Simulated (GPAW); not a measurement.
# How all numerical settings together moves the magnetism of Fe

Aim: see how far moments and order energies of Fe move with all numerical settings together, and what each rung costs.

Program: GPAW 26.7.0. Level of theory: PBE; plane waves with GPAW's PAW setups, scalar-relativistic. Values are calculated unless marked as measured.

This is a report of a sequence of runs, with the program logs left out and the cost of each run kept.

The database entry behind the starting cell differs from other determinations of this structure, so it need not match the best structure at room temperature.

## 1. The starting structure

It takes space group Im-3m (No. 229, cubic). Conventional cell: a = 2.886 Å, b = 2.886 Å, c = 2.886 Å, α = 90.00°, β = 90.00°, γ = 90.00°. Nearest to Fe lie 8 Fe at 2.50 Å.

## 2. Rung 1 (280 eV, mesh 6×6×6), start ferro +

Several settings change at once from rung to rung, from a quick look to a careful run; the headings and inputs name them.

The input, order1.py:

```python
import json
import numpy as np
from ase import Atoms
from ase.parallel import paropen, parprint
from gpaw import GPAW

atoms = Atoms(['Fe'],
    cell=[[-1.443, 1.443, 1.443],
         [1.443, -1.443, 1.443],
         [1.443, 1.443, -1.443]],
    scaled_positions=[[0.0, 0.0, 0.0]],
    pbc=True,
    magmoms=[2.8])
atoms.calc = GPAW(mode={'name': 'pw', 'ecut': 280},
    xc='PBE',
    kpts={'size': (6, 6, 6), 'gamma': True},
    occupations={'name': 'fermi-dirac', 'width': 0.2},
    convergence={'density': 1e-05, 'energy': 1e-05},
    maxiter=200,
    symmetry={'tolerance': 1e-4},
    txt='order1.txt')
e = atoms.get_potential_energy(force_consistent=True)
res = {'free_energy': e, 'energy_sigma0': atoms.get_potential_energy(), 'fermi_energy': atoms.calc.get_fermi_level()}
res['moments'] = atoms.get_magnetic_moments().tolist()
res['total'] = atoms.get_magnetic_moment()
parprint('site moments (muB):', np.round(res['moments'], 3))
parprint(f"total moment: {res['total']:.3f} muB")
parprint(f'free energy: {e:.6f} eV')
atoms.calc.write('order1.gpw')
with paropen('results.json', 'w') as f:
    json.dump(res, f)
```

Command:

```console
OMP_NUM_THREADS=1 mpirun -n 2 gpaw python order1.py > order1.log
```

Elapsed: 7.8 s, on 2 MPI ranks of Arm Neoverse N1, shared host; peak memory 0.28 GiB.

This step gave:

- magnetization: 2.269 μB
- final state: ferromagnetic
- largest moment: 2.297 μB

After 12 cycles the largest moment stands at 2.30 μB.

## 3. Rung 1 (280 eV, mesh 6×6×3), start antiferro q=(0,0,1/2) +-

The second start gives the energy difference between the two end states, the quantity that is followed up the ladder. Its q is in fractions of the reciprocal vectors of the first run's cell.

order2.py is the script of step 2 with these lines changed:

```diff
@@ -6,12 +6,13 @@
 
-atoms = Atoms(['Fe'],
+atoms = Atoms(['Fe', 'Fe'],
     cell=[[-1.443, 1.443, 1.443],
          [1.443, -1.443, 1.443],
-         [1.443, 1.443, -1.443]],
-    scaled_positions=[[0.0, 0.0, 0.0]],
+         [2.886, 2.886, -2.886]],
+    scaled_positions=[[0.0, 0.0, 0.0],
+         [0.0, 0.0, 0.5]],
     pbc=True,
-    magmoms=[2.8])
+    magmoms=[2.8, -2.8])
 atoms.calc = GPAW(mode={'name': 'pw', 'ecut': 280},
     xc='PBE',
-    kpts={'size': (6, 6, 6), 'gamma': True},
+    kpts={'size': (6, 6, 3), 'gamma': True},
     occupations={'name': 'fermi-dirac', 'width': 0.2},
@@ -20,3 +21,3 @@
     symmetry={'tolerance': 1e-4},
-    txt='order1.txt')
+    txt='order2.txt')
 e = atoms.get_potential_energy(force_consistent=True)
@@ -28,3 +29,3 @@
 parprint(f'free energy: {e:.6f} eV')
-atoms.calc.write('order1.gpw')
+atoms.calc.write('order2.gpw')
 with paropen('results.json', 'w') as f:
```

Command:

```console
OMP_NUM_THREADS=1 mpirun -n 2 gpaw python order2.py > order2.log
```

Run time: 11 s. Hardware: 2 MPI ranks; peak memory 0.29 GiB.

Numbers from this step:

| Property | Result |
| --- | --- |
| magnetization | 0 μB |
| final state | antiferromagnetic |
| largest moment | 2.031 μB |

This start lies +203.5 meV a seeded atom from the first; its largest moment is 2.03 μB.

## 4. Rung 2 (380 eV, mesh 8×8×8), start ferro +

order1.py is the script of step 2 with these lines changed:

```diff
@@ -13,6 +13,6 @@
     magmoms=[2.8])
-atoms.calc = GPAW(mode={'name': 'pw', 'ecut': 280},
+atoms.calc = GPAW(mode={'name': 'pw', 'ecut': 380},
     xc='PBE',
-    kpts={'size': (6, 6, 6), 'gamma': True},
-    occupations={'name': 'fermi-dirac', 'width': 0.2},
+    kpts={'size': (8, 8, 8), 'gamma': True},
+    occupations={'name': 'fermi-dirac', 'width': 0.15},
     convergence={'density': 1e-05, 'energy': 1e-05},
```

Command:

```console
OMP_NUM_THREADS=1 mpirun -n 2 gpaw python order1.py > order1.log
```

Wall time 8.3 s (2 MPI ranks); peak memory 0.29 GiB; 16 s of CPU time.

This step gave:

```yaml
magnetization: 2.301 μB
final_state: ferromagnetic
largest_moment: 2.343 μB
```

The largest moment moves by +0.05 μB from rung 1, at 1.1 times its CPU time.

## 5. Rung 2 (380 eV, mesh 8×8×4), start antiferro q=(0,0,1/2) +-

order2.py is the script of step 3 with these lines changed:

```diff
@@ -14,6 +14,6 @@
     magmoms=[2.8, -2.8])
-atoms.calc = GPAW(mode={'name': 'pw', 'ecut': 280},
+atoms.calc = GPAW(mode={'name': 'pw', 'ecut': 380},
     xc='PBE',
-    kpts={'size': (6, 6, 3), 'gamma': True},
-    occupations={'name': 'fermi-dirac', 'width': 0.2},
+    kpts={'size': (8, 8, 4), 'gamma': True},
+    occupations={'name': 'fermi-dirac', 'width': 0.15},
     convergence={'density': 1e-05, 'energy': 1e-05},
```

Command:

```console
OMP_NUM_THREADS=1 mpirun -n 2 gpaw python order2.py > order2.log
```

Elapsed: 25 s, on 2 MPI ranks; peak memory 0.32 GiB; 50 s of CPU time.

This step gave:

```yaml
magnetization: 0 μB
final_state: antiferromagnetic
largest_moment: 2.031 μB
```

This start lies +185.9 meV a seeded atom from the first, a change of -17.6 meV since rung 1; its largest moment is 2.03 μB.

## 6. Rung 3 (500 eV, mesh 12×12×12), start ferro +

order1.py is the script of step 4 with these lines changed:

```diff
@@ -13,6 +13,6 @@
     magmoms=[2.8])
-atoms.calc = GPAW(mode={'name': 'pw', 'ecut': 380},
+atoms.calc = GPAW(mode={'name': 'pw', 'ecut': 500},
     xc='PBE',
-    kpts={'size': (8, 8, 8), 'gamma': True},
-    occupations={'name': 'fermi-dirac', 'width': 0.15},
+    kpts={'size': (12, 12, 12), 'gamma': True},
+    occupations={'name': 'fermi-dirac', 'width': 0.1},
     convergence={'density': 1e-05, 'energy': 1e-05},
```

Command:

```console
OMP_NUM_THREADS=1 mpirun -n 2 gpaw python order1.py > order1.log
```

The job ended after 15 s (2 MPI ranks; peak memory 0.3 GiB).

This step gave:

| Property | Result |
| --- | --- |
| magnetization | 2.273 μB |
| final state | ferromagnetic |
| largest moment | 2.320 μB |

The largest moment moves by -0.02 μB from rung 2, at 1.9 times its CPU time.

## 7. Rung 3 (500 eV, mesh 12×12×6), start antiferro q=(0,0,1/2) +-

order2.py is the script of step 5 with these lines changed:

```diff
@@ -14,6 +14,6 @@
     magmoms=[2.8, -2.8])
-atoms.calc = GPAW(mode={'name': 'pw', 'ecut': 380},
+atoms.calc = GPAW(mode={'name': 'pw', 'ecut': 500},
     xc='PBE',
-    kpts={'size': (8, 8, 4), 'gamma': True},
-    occupations={'name': 'fermi-dirac', 'width': 0.15},
+    kpts={'size': (12, 12, 6), 'gamma': True},
+    occupations={'name': 'fermi-dirac', 'width': 0.1},
     convergence={'density': 1e-05, 'energy': 1e-05},
```

Command:

```console
OMP_NUM_THREADS=1 mpirun -n 2 gpaw python order2.py > order2.log
```

Run time: 1.7 min. Hardware: 2 MPI ranks; peak memory 0.41 GiB.

Numbers from this step:

- magnetization: 0 μB
- final state: antiferromagnetic
- largest moment: 2.074 μB

This start lies +210.2 meV a seeded atom from the first, a change of +24.3 meV since rung 2; its largest moment is 2.07 μB.

## 8. Rung 4 (700 eV, mesh 16×16×16), start ferro +

order1.py is the script of step 6 with these lines changed:

```diff
@@ -13,6 +13,6 @@
     magmoms=[2.8])
-atoms.calc = GPAW(mode={'name': 'pw', 'ecut': 500},
+atoms.calc = GPAW(mode={'name': 'pw', 'ecut': 700},
     xc='PBE',
-    kpts={'size': (12, 12, 12), 'gamma': True},
-    occupations={'name': 'fermi-dirac', 'width': 0.1},
+    kpts={'size': (16, 16, 16), 'gamma': True},
+    occupations={'name': 'fermi-dirac', 'width': 0.05},
     convergence={'density': 1e-05, 'energy': 1e-05},
```

Command:

```console
OMP_NUM_THREADS=1 mpirun -n 2 gpaw python order1.py > order1.log
```

It took 29 s on 2 MPI ranks; peak memory 0.34 GiB; 57 s of CPU time.

Numbers from this step:

```yaml
magnetization: 2.272 μB
final_state: ferromagnetic
largest_moment: 2.315 μB
```

The largest moment is that of rung 3, at 1.9 times its CPU time.

## 9. Rung 4 (700 eV, mesh 16×16×8), start antiferro q=(0,0,1/2) +-

order2.py is the script of step 7 with these lines changed:

```diff
@@ -14,6 +14,6 @@
     magmoms=[2.8, -2.8])
-atoms.calc = GPAW(mode={'name': 'pw', 'ecut': 500},
+atoms.calc = GPAW(mode={'name': 'pw', 'ecut': 700},
     xc='PBE',
-    kpts={'size': (12, 12, 6), 'gamma': True},
-    occupations={'name': 'fermi-dirac', 'width': 0.1},
+    kpts={'size': (16, 16, 8), 'gamma': True},
+    occupations={'name': 'fermi-dirac', 'width': 0.05},
     convergence={'density': 1e-05, 'energy': 1e-05},
```

Command:

```console
OMP_NUM_THREADS=1 mpirun -n 2 gpaw python order2.py > order2.log
```

It took 4.2 min on 2 MPI ranks; peak memory 0.71 GiB; 8.4 min of CPU time.

Read from the output:

```
magnetization  : 0 μB
final state    : antiferromagnetic
largest moment : 2.088 μB
```

This start lies +215.7 meV a seeded atom from the first, a change of +5.4 meV since rung 3; its largest moment is 2.09 μB.

## 10. The rungs together

Ladder, by row:

```
rung  cutoff (eV)      mesh  smearing (eV)  state from the first start  state from the second start  second less first (meV a seeded atom)  moment, first (μB)  moment, second (μB)  CPU time (s)
   1          280     6x6x6            0.2               ferromagnetic            antiferromagnetic                                  203.5               2.297                2.031         37.26
   2          380     8x8x8           0.15               ferromagnetic            antiferromagnetic                                  185.9               2.343                2.031         66.81
   3          500  12x12x12            0.1               ferromagnetic            antiferromagnetic                                  210.2                2.32                2.074         231.1
   4          700  16x16x16           0.05               ferromagnetic            antiferromagnetic                                  215.7               2.315                2.088         561.6
```

## 11. What came out

```yaml
range_of_the_moment_in_the_table_first_start: 2.30 to 2.34 μB
range_of_cpu_time: 37 s to 9.4 min
range_of_the_energy_difference: 186 to 216 meV a seeded atom
first_rung_from_which_all_stay_within_11_mev_of_the_last: 3
```

**Reading.** From rung 3 on the result stays within 5.4 meV of the last rung, inside the margin of 11 meV set for it, at 41 % of the last rung's cost. The first start ends lower on every rung of the table; whether functional and cell give the true order is another question.

[Long decimals in the printed logs are rounded to 6 places.]

[Logs and program files are shortened in this print: banners, set-up blocks, solver, clock and traceback lines can be left out without a mark of their own.]

[Logs are printed without paths, hosts, clocks, repeated set-up lines and the standing remarks that a program may print on its own settings, such as how far it seeks lower states.]

[Hosts, paths, dates, database ids (printed as entryN), source tags and the programs' standing remarks are cut or masked in the printed files.]

[Where the starting crystal was built by hand or by swapping elements, it need not be the compound's stable phase.]

[Where a cell is said to come from a database of computed structures, the database is the Materials Project.]

[Runs that the program refused, that were killed for memory or that had too few empty states are not shown or counted.]

[Lattice constants of own cells that a recipe calls measured were typed without a cited source.]
